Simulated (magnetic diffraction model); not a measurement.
**Magnetic neutron pattern of SrVS3**

Space group Pm-3m (no. 221), a = 4.5930 Å.

| site | atom | x | y | z |
| --- | --- | --- | --- | --- |
| 1b | Sr | 1/2 | 1/2 | 1/2 |
| 1a | V | 0 | 0 | 0 |
| 3d | S | 0 | 0 | 1/2 |

The compound is invented for this exercise: a known structure type with other elements, its cell scaled to their sizes and not relaxed.

Only V is taken to order (form factors of V4+); orders and moment sizes are assumed, and not adapted to the symmetry. Radiation: neutrons of λ = 2.567 Å, 5° to 100°; isotropic B of 0.1 Å² (Sr), 0.13 Å² (V) and 0.15 Å² (S). Simulated constant-wavelength pattern: nuclear and magnetic terms add, the magnetic one as |2.695 fm × Σ f S⊥ exp(2πi Q·r) exp(−B s²)|², summed over all Q at one angle with the factor 1/(sin²θ cos θ). For collinear order S is the moment m, which repeats by lattice and centring translations R with the sign exp(−2πi k·R). Free-ion form factors, Sears's scattering lengths of 1992, no absorption; a label names one of the reflections at its angle. The strongest nuclear line in the range is 100, and lines under 0.2 are left out.

Assume the order k = (1/2 1/2 0), collinear moments along [111], 0.89 μB on V.

Q: Where does magnetic intensity appear, and how strong is it?

```csv
2θ (°),index,nuclear,magnetic
22.79,(1/2 1/2 0),0.0,3.6
32.45,(1 0 0),16.9,0.0
40.03,(1/2 1/2 1),0.0,2.0
46.56,(1 1 0),12.2,0.0
52.44,(3/2 1/2 0),0.0,1.0
57.90,(1 1 1),100.0,0.0
63.04,(3/2 1/2 1),0.0,1.2
67.96,(2 0 0),53.6,0.0
72.71,(3/2 3/2 0),0.0,0.6
77.34,(2 1 0),16.5,0.0
81.89,(3/2 3/2 1),0.0,0.3
86.39,(2 1 1),10.2,0.0
90.87,(5/2 1/2 0),0.0,0.6
99.87,(5/2 1/2 1),0.0,0.3
```

The strongest magnetic line in the range is (1/2 1/2 0) at 22.79° (3.6). On top of the Lorentz factor, which all lines share, magnetic lines fade with angle because f falls: for V4+ it is 0.90, 0.67, 0.42 and 0.10 at sin θ/λ = 0.1, 0.2, 0.3 and 0.5 Å⁻¹, while nuclear lengths stay constant. The order has no net moment.

[Logs are printed without paths, hosts, clocks, repeated set-up lines and the standing remarks that a program may print on its own settings, such as how far it seeks lower states.]
